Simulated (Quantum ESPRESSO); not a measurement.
# MnPt: orders under biaxial strain, part 2 of 2

Wanted: the trend of the moments of MnPt with biaxial strain.

Quantum ESPRESSO 7.5; LDA; plane waves with GBRV 1.5 LDA potentials, no spin-orbit coupling.

So far, absolute magnetization (μB): step 2 (biaxial 0.94, ferro +) 2.29.

## (4) Biaxial 0.94, no spin polarisation

File pw.py:

```python
from ase import Atoms
from ase.calculators.espresso import Espresso, EspressoProfile

atoms = Atoms(['Mn', 'Pt'],
    cell=[[2.6602, 0.0, 0.0],
         [0.0, 2.6602, 0.0],
         [0.0, 0.0, 3.66]],
    scaled_positions=[[0.0, 0.0, 0.0],
         [0.5, 0.5, 0.5]],
    pbc=True)
input_data = {
    'control': {'calculation': 'scf', 'prefix': 'pwscf', 'outdir': './tmp', 'disk_io': 'nowf', 'tprnfor': True, 'tstress': True},
    'system': {'ecutwfc': 40.0, 'ecutrho': 280.0, 'nbnd': 23, 'occupations': 'smearing', 'smearing': 'fd', 'degauss': 0.00734986},
    'electrons': {'conv_thr': 4e-09, 'electron_maxstep': 150, 'mixing_beta': 0.3},
}
atoms.calc = Espresso(
    profile=EspressoProfile(command='mpirun -n 4 pw.x -nk 4', pseudo_dir='pseudo'),
    pseudopotentials={'Mn': 'mn_lda_v1.5.uspp.F.UPF', 'Pt': 'pt_lda_v1.4.uspp.F.UPF'},
    input_data=input_data,
    kpts=(10, 10, 10),
    koffset=(0, 0, 0))
atoms.get_potential_energy()
energy = atoms.calc.results['free_energy']
print(f'free energy: {energy:.6f} eV')
```

Command:

```
$ OMP_NUM_THREADS=1 python3 pw.py > pw.log
```

Log:

```text
     [... lines left out ...]
free energy: -5741.704669 eV
--- espresso.pwo ---
Program PWSCF v.7.5 starts
     [... lines left out ...]
     number of atoms/cell      =            2
     [... lines left out ...]
     number of electrons       =        31.00
     number of Kohn-Sham states=           23
     kinetic-energy cutoff     =      40.0000  Ry
     charge density cutoff     =     280.0000  Ry
     scf convergence threshold =      4.0E-09
     [... lines left out ...]
     16 Sym. Ops., with inversion, found
     [... lines left out ...]
     number of k points=   126  Fermi-Dirac smearing, width (Ry)=  0.0073
     [... lines left out ...]
     iteration # 11     ecut=    40.00 Ry     beta= 0.30
     [... lines left out ...]
     the Fermi energy is    21.6069 ev
!    total energy              =    -422.00754634 Ry
     estimated scf accuracy    <          3.3E-09 Ry
     smearing contrib. (-TS)   =      -0.00874336 Ry
     [... lines left out ...]
     convergence has been achieved in  11 iterations
     [... lines left out ...]
     Total force =     0.000000     Total SCF correction =     0.000000
     [... lines left out ...]
          total   stress  (Ry/bohr**3)                   (kbar)     P=     -119.12
     [... lines left out ...]
```

Elapsed: 11 s, on 4 MPI ranks of Intel Xeon 6975P-C (Granite Rapids), shared host; peak memory 0.39 GiB; 42 s of CPU time.

Read from the output:

```yaml
smearing_term_ts: 0.1190 eV
pressure: -11.91 GPa
final_state: non-magnetic (no spin polarisation)
```

## (5) Biaxial 1.06, ferro +

File pw.py:

```python
from ase import Atoms
from ase.calculators.espresso import Espresso, EspressoProfile

atoms = Atoms(['Mn', 'Pt'],
    cell=[[2.9998, 0.0, 0.0],
         [0.0, 2.9998, 0.0],
         [0.0, 0.0, 3.66]],
    scaled_positions=[[0.0, 0.0, 0.0],
         [0.5, 0.5, 0.5]],
    pbc=True,
    magmoms=[3.5, 0.0])
input_data = {
    'control': {'calculation': 'scf', 'prefix': 'pwscf', 'outdir': './tmp', 'disk_io': 'nowf', 'tprnfor': True, 'tstress': True},
    'system': {'ecutwfc': 40.0, 'ecutrho': 280.0, 'nbnd': 24, 'occupations': 'smearing', 'smearing': 'fd', 'degauss': 0.00734986, 'nspin': 2},
    'electrons': {'conv_thr': 4e-09, 'electron_maxstep': 150, 'mixing_beta': 0.3},
}
atoms.calc = Espresso(
    profile=EspressoProfile(command='mpirun -n 4 pw.x -nk 4', pseudo_dir='pseudo'),
    pseudopotentials={'Mn': 'mn_lda_v1.5.uspp.F.UPF', 'Pt': 'pt_lda_v1.4.uspp.F.UPF'},
    input_data=input_data,
    kpts=(10, 10, 10),
    koffset=(0, 0, 0))
atoms.get_potential_energy()
energy = atoms.calc.results['free_energy']
print(f'free energy: {energy:.6f} eV')
print('site moments (muB):', atoms.get_magnetic_moments().round(3))
```

Command:

```
$ OMP_NUM_THREADS=1 python3 pw.py > pw.log
```

Log:

```text
     [... lines left out ...]
free energy: -5741.323979 eV
site moments (muB): [3.906 0.378]
--- espresso.pwo ---
Program PWSCF v.7.5 starts
     [... lines left out ...]
     number of atoms/cell      =            2
     [... lines left out ...]
     number of electrons       =        31.00
     number of Kohn-Sham states=           24
     kinetic-energy cutoff     =      40.0000  Ry
     charge density cutoff     =     280.0000  Ry
     scf convergence threshold =      4.0E-09
     [... lines left out ...]
     16 Sym. Ops., with inversion, found
     [... lines left out ...]
     number of k points=   126  Fermi-Dirac smearing, width (Ry)=  0.0073
     [... lines left out ...]
     iteration # 13     ecut=    40.00 Ry     beta= 0.30
     [... lines left out ...]
     Magnetic moment per site  (integrated on atomic sphere of radius R)
     atom   1 (R=0.385)  charge= 13.6345  magn=  3.9062
     atom   2 (R=0.385)  charge= 14.0656  magn=  0.3776
     [... lines left out ...]
     the Fermi energy is    16.0322 ev
!    total energy              =    -421.97956613 Ry
     estimated scf accuracy    <          1.5E-09 Ry
     smearing contrib. (-TS)   =      -0.00234861 Ry
     [... lines left out ...]
     total magnetization       =     4.40 Bohr mag/cell
     absolute magnetization    =     4.45 Bohr mag/cell
     convergence has been achieved in  13 iterations
     [... lines left out ...]
     Total force =     0.000000     Total SCF correction =     0.000000
     [... lines left out ...]
          total   stress  (Ry/bohr**3)                   (kbar)     P=     -240.69
     [... lines left out ...]
```

Elapsed: 25 s, on 4 MPI ranks; peak memory 0.48 GiB; 98 s of CPU time.

Numbers from this step:

| Item | Value |
| --- | --- |
| smearing term TS | 0.03195 eV |
| pressure | -24.07 GPa |
| magnetization | 4.403 μB |
| absolute magnetization | 4.45 μB |
| final state | ferromagnetic |
| largest moment | 3.906 μB |

## (6) All points

The runs not shown differ from these in the moved quantity alone.

States, by row:

| biaxial | ferro + | antiferro q=(1/2,1/2,0) +- | no spin polarisation |
| --- | --- | --- | --- |
| 0.94 | ferromagnetic | antiferromagnetic | non-magnetic |
| 0.96 | ferromagnetic | antiferromagnetic | non-magnetic |
| 0.98 | ferromagnetic | antiferromagnetic | non-magnetic |
| 1 | ferromagnetic | antiferromagnetic | non-magnetic |
| 1.02 | ferromagnetic | antiferromagnetic | non-magnetic |
| 1.04 | ferromagnetic | antiferromagnetic | non-magnetic |
| 1.06 | ferromagnetic | antiferromagnetic | non-magnetic |

Table of largest site moment by biaxial:

| biaxial (factor) | ferro + (μB) | antiferro q=(1/2,1/2,0) +- (μB) |
| --- | --- | --- |
| 0.9400 | 2.07 | 3.13 |
| 0.9600 | 2.79 | 3.31 |
| 0.9800 | 3.35 | 3.45 |
| 1.0000 | 3.58 | 3.57 |
| 1.0200 | 3.72 | 3.68 |
| 1.0400 | 3.82 | 3.77 |
| 1.0600 | 3.91 | 3.86 |

Table of energy less that of the parallel start by biaxial; values in meV a seeded atom:

| biaxial (factor) | antiferro q=(1/2,1/2,0) +- | no spin polarisation |
| --- | --- | --- |
| 0.9400 | -327 | 132 |
| 0.9600 | -392 | 235 |
| 0.9800 | -378 | 415 |
| 1.0000 | -337 | 619 |
| 1.0200 | -291 | 824 |
| 1.0400 | -245 | 1020 |
| 1.0600 | -203 | 1206 |

Table of energy over the lowest by biaxial; values in meV an atom:

| biaxial (factor) | ferro + | antiferro q=(1/2,1/2,0) +- | no spin polarisation |
| --- | --- | --- | --- |
| 0.9400 | 178 | 14.8 | 244 |
| 0.9600 | 196 | 0 | 313 |
| 0.9800 | 209 | 19.9 | 417 |
| 1.0000 | 237 | 68.0 | 546 |
| 1.0200 | 284 | 139 | 696 |
| 1.0400 | 351 | 229 | 861 |
| 1.0600 | 435 | 333 | 1037 |

## (7) Outcome

| Property | Result |
| --- | --- |
| moment, parallel start | 2.07 to 3.91 μB |
| states met from these starts | antiferromagnetic and ferromagnetic |

The moment of the parallel start goes from 2.07 μB at 0.94 to 3.91 μB at 1.06. The net moment of the cell goes from 2.23 to 4.40 μB. The radius of the spheres follows the nearest distance, so part of the change of the site moments is the spheres'. The largest moment of the start antiferro q=(1/2,1/2,0) +- lies between 3.13 and 3.86 μB. The start antiferro q=(1/2,1/2,0) +- lies under the parallel one at every finished point, by 203 to 392 meV a seeded atom. Energies are free energies at an electronic temperature of 1160 K, which lowers moments and differences where the moments are itinerant.

[Logs and program files are shortened in this print: banners, set-up blocks, solver, clock and traceback lines can be left out without a mark of their own.]

[Logs are printed without paths, hosts, clocks, repeated set-up lines and the standing remarks that a program may print on its own settings, such as how far it seeks lower states.]

[Hosts, paths, dates, database ids (printed as entryN), source tags and the programs' standing remarks are cut or masked in the printed files.]

[Where a cell is said to come from a database of computed structures, the database is the Materials Project.]
